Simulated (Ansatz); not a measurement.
# MgO2 (R-3m): phonons and vibrational spectra, part 2 of 2

Task: relax MgO2 (R-3m), then find its harmonic phonons.

Ansatz 0.2.0; DFT PBEsol+D3(BJ), scalar-relativistic, plane waves, PAW.

So far. Step 3 (Tight relaxation): The largest force component left is 0.056 meV/Å and the pressure is -0.001 GPa, within the tolerances set. The cell now holds 9.82 Å³/atom. Step 4 (Zone-centre response): Before it was imposed, the acoustic sum rule was missed by 5.6e-4 eV/Å² and the charge sum rule by 0.0021 e. Small misses are needed for a sound result but don't prove that mesh and cutoff are converged. The relaxed cell has a = 3.143, c = 10.335 Å (conventional setting).

## Step 5: The dispersion (continued)

Interpolated from a 3×3×3 q mesh, with the LO-TO term (at Γ the limit along the path; where Γ stands inside the path, tables give the limit on arrival). Phonon branches along the path, in cm⁻¹:

| point | branch 1 | branch 2 | branch 3 | branch 4 | branch 5 | branch 6 | branch 7 | branch 8 | branch 9 |
| --- | --- | --- | --- | --- | --- | --- | --- | --- | --- |
| Γ | 0 | 0 | 0 | 306 | 306 | 425 | 425 | 528 | 967 |
| halfway | 84 | 84 | 253 | 293 | 293 | 438 | 438 | 513 | 937 |
| T | 86 | 86 | 290 | 290 | 441 | 443 | 451 | 451 | 897 |
| halfway | 164 | 236 | 327 | 328 | 379 | 412 | 454 | 476 | 906 |
| H2 | 239 | 300 | 316 | 334 | 400 | 419 | 456 | 458 | 925 |
| jump to H0 | 239 | 300 | 316 | 334 | 400 | 419 | 456 | 458 | 925 |
| halfway | 238 | 255 | 304 | 338 | 403 | 423 | 465 | 470 | 939 |
| L | 165 | 254 | 289 | 307 | 424 | 452 | 454 | 485 | 947 |
| halfway | 103 | 143 | 246 | 308 | 358 | 394 | 440 | 561 | 955 |
| Γ | 0 | 0 | 0 | 306 | 306 | 391 | 425 | 591 | 967 |
| halfway | 158 | 172 | 258 | 332 | 359 | 386 | 460 | 542 | 952 |
| S0 | 226 | 312 | 320 | 339 | 397 | 409 | 458 | 461 | 928 |
| jump to S2 | 226 | 312 | 320 | 339 | 397 | 409 | 458 | 461 | 928 |
| halfway | 216 | 234 | 334 | 362 | 400 | 422 | 453 | 455 | 921 |
| F | 190 | 214 | 341 | 358 | 401 | 431 | 449 | 456 | 918 |
| halfway | 126 | 162 | 263 | 334 | 367 | 405 | 434 | 519 | 944 |
| Γ | 0 | 0 | 0 | 306 | 306 | 396 | 425 | 580 | 967 |

The phonon density of states has structure finer than the step of the table below, so its rows give means over 25 cm⁻¹, whole bins alone (the curve runs from 5 to 965 cm⁻¹). Peaks (cm⁻¹: height): 235.0: 0.0190, 335.0: 0.0346, 395.0: 0.0330, 455.0: 0.0520, 935.0: 0.0235.

Tetrahedra on a 24×24×24 mesh, mean over bins of 10 cm-1. Interpolated from a 3×3×3 q mesh. Table of phonon density of states by wavenumber; means over each step:

| wavenumber (cm⁻¹) | phonon density of states (1/cm⁻¹/cell) |
| --- | --- |
| 25 | 2.2e-4 |
| 50 | 8.1e-4 |
| 75 | 0.00198 |
| 100 | 0.00448 |
| 125 | 0.00624 |
| 150 | 0.00907 |
| 175 | 0.0120 |
| 200 | 0.0128 |
| 225 | 0.0174 |
| 250 | 0.0136 |
| 275 | 0.00979 |
| 300 | 0.0234 |
| 325 | 0.0302 |
| 350 | 0.0256 |
| 375 | 0.0174 |
| 400 | 0.0286 |
| 425 | 0.0248 |
| 450 | 0.0403 |
| 475 | 0.0249 |
| 500 | 0.00780 |
| 525 | 0.00449 |
| 550 | 0.00271 |
| 575 | 0.00126 |
| 600 | 1.2e-4 |
| 625 | 0 |
| 650 | 0 |
| 675 | 0 |
| 700 | 0 |
| 725 | 0 |
| 750 | 0 |
| 775 | 0 |
| 800 | 0 |
| 825 | 0 |
| 850 | 0 |
| 875 | 2.7e-5 |
| 900 | 0.00439 |
| 925 | 0.0203 |
| 950 | 0.0143 |

The partial phonon density of states has structure finer than the step of the table below, so its rows give means over 25 cm⁻¹, whole bins alone (the curve runs from -10 to 1006 cm⁻¹). Peaks (cm⁻¹: height): Mg 232.7: 0.0120, 334.9: 0.00757, 456.3: 0.0211; O 334.9: 0.0249, 398.8: 0.0245, 449.9: 0.0238, 935.4: 0.0226.

Phonopy on the run's constants, 21x21x21 mesh, Gaussian sigma 7.3 cm-1. Interpolated from a 3×3×3 q mesh. The partial phonon density of states by wavenumber; means over each step; values in 1/cm⁻¹/cell:

| wavenumber (cm⁻¹) | Mg | O |
| --- | --- | --- |
| 25 | 1.1e-4 | 1.3e-4 |
| 50 | 3.7e-4 | 4.8e-4 |
| 75 | 9.3e-4 | 0.00113 |
| 100 | 0.00207 | 0.00237 |
| 125 | 0.00295 | 0.00334 |
| 150 | 0.00432 | 0.00480 |
| 175 | 0.00573 | 0.00616 |
| 200 | 0.00669 | 0.00607 |
| 225 | 0.0108 | 0.00645 |
| 250 | 0.00859 | 0.00497 |
| 275 | 0.00442 | 0.00587 |
| 300 | 0.00444 | 0.0187 |
| 325 | 0.00642 | 0.0236 |
| 350 | 0.00527 | 0.0202 |
| 375 | 0.00436 | 0.0136 |
| 400 | 0.00515 | 0.0229 |
| 425 | 0.00665 | 0.0185 |
| 450 | 0.0181 | 0.0218 |
| 475 | 0.0124 | 0.0123 |
| 500 | 0.00480 | 0.00327 |
| 525 | 0.00274 | 0.00177 |
| 550 | 0.00162 | 0.00109 |
| 575 | 7.5e-4 | 5.2e-4 |
| 600 | 9.9e-5 | 7.6e-5 |
| 625 | 0 | 0 |
| 650 | 0 | 0 |
| 675 | 0 | 0 |
| 700 | 0 | 0 |
| 725 | 0 | 0 |
| 750 | 0 | 0 |
| 775 | 0 | 0 |
| 800 | 0 | 0 |
| 825 | 0 | 0 |
| 850 | 0 | 0 |
| 875 | 0 | 6.5e-5 |
| 900 | 8.2e-6 | 0.00476 |
| 925 | 8.8e-5 | 0.0197 |
| 950 | 1.0e-4 | 0.0141 |
| 975 | 5.2e-6 | 0.00117 |

Harmonic thermodynamic functions per atom, from the density of states. Interpolated from a 3×3×3 q mesh. Thermodynamic functions, by row:

| T (K) | F_vib (meV/atom) | S (J/mol-atom/K) | C_V (J/mol-atom/K) |
| --- | --- | --- | --- |
| 0 | 76.22 | 0 | 0 |
| 50 | 76.18 | 0.365 | 1.054 |
| 100 | 75.57 | 2.25 | 5.247 |
| 200 | 70 | 8.738 | 13.74 |
| 300 | 57.5 | 15.25 | 18.18 |
| 400 | 38.72 | 20.84 | 20.53 |
| 500 | 14.61 | 25.57 | 21.87 |
| 600 | -14.06 | 29.64 | 22.7 |
| 700 | -46.65 | 33.18 | 23.25 |
| 800 | -82.7 | 36.31 | 23.61 |
| 900 | -121.8 | 39.11 | 23.88 |
| 1000 | -163.7 | 41.64 | 24.07 |

Harmonic mean-square displacement, third of the trace. Interpolated from a 3×3×3 q mesh. Mean square displacements, by row:

| T (K) | Mg1 U_eq (Å²) | O2 U_eq (Å²) | O3 U_eq (Å²) |
| --- | --- | --- | --- |
| 0 | 0.00252 | 0.0031 | 0.0031 |
| 100 | 0.00303 | 0.00356 | 0.00356 |
| 300 | 0.00587 | 0.00631 | 0.00631 |
| 600 | 0.01095 | 0.01148 | 0.01148 |

Symmetry leaves 6 wavevectors to solve. The lowest mode among them, the acoustic zeros apart, lies at q = (0.333, 0.333, 0.333) and is real, 90.1 cm⁻¹.

## Step 6: Results

```
space group after relaxation (within 0.01 Å)            : R-3m
volume per atom                                         : 9.82 Å³
gap on the k-mesh                                       : 2.61 eV
highest optical mode at the zone centre (no LO-TO term) : 967 cm⁻¹
top of the zone-centre spectrum with the field          : 967 cm⁻¹
lowest optical zone-centre mode                         : 306 cm⁻¹
mean high-frequency dielectric constant                 : 3.20
mean static dielectric constant                         : 6.14
largest Born charge (third of the trace)                : 2.03 e
lowest mode on the q mesh (acoustic modes at Γ apart)   : 90.1 cm⁻¹
highest frequency on the path or at a solved wavevector : 967 cm⁻¹
zero-point energy per atom                              : 76.2 meV
heat capacity at 300 K                                  : 18.2 J/(mol atoms K)
vibrational entropy at 300 K                            : 15.2 J/(mol atoms K)
Debye temperature (second moment)                       : 857 K
imaginary modes on the 3×3×3 q mesh                     : none
```

The structure is a minimum as far as tested: no mode is imaginary at the 6 irreducible wavevectors of the 3×3×3 mesh, and the softest away from the acoustic zeros lies at 90 cm⁻¹. Without the field, the optical modes at Γ span 306 to 967 cm⁻¹. The highest mode in this list at Γ, 966.7 cm⁻¹, is mostly motion of O (100 % of the kinetic energy). The macroscopic field leaves the top of the zone-centre spectrum where it is. Lattice motion raises the mean dielectric constant from 3.205 to 6.141. The strongest infrared line is at 425 cm⁻¹. Averaged over orientations, the strongest Raman line at 532 nm and 300 K is at 967 cm⁻¹. On the path and the mesh, the widest gap between branches runs from 596 to 897 cm⁻¹. The program warns that the interpolation holds no quadrupole term, so branches close to Γ can be off in this crystal. In the phonons the program treats the change of the C6 weights of the dispersion term with coordination only in part. These are harmonic frequencies at zero temperature: anharmonic shifts, linewidths and thermal expansion are left out.

[Logs are printed without paths, hosts, clocks, repeated set-up lines and the standing remarks that a program may print on its own settings, such as how far it seeks lower states.]

[Hosts, paths, dates, database ids (printed as entryN), source tags and the programs' standing remarks are cut or masked in the printed files.]
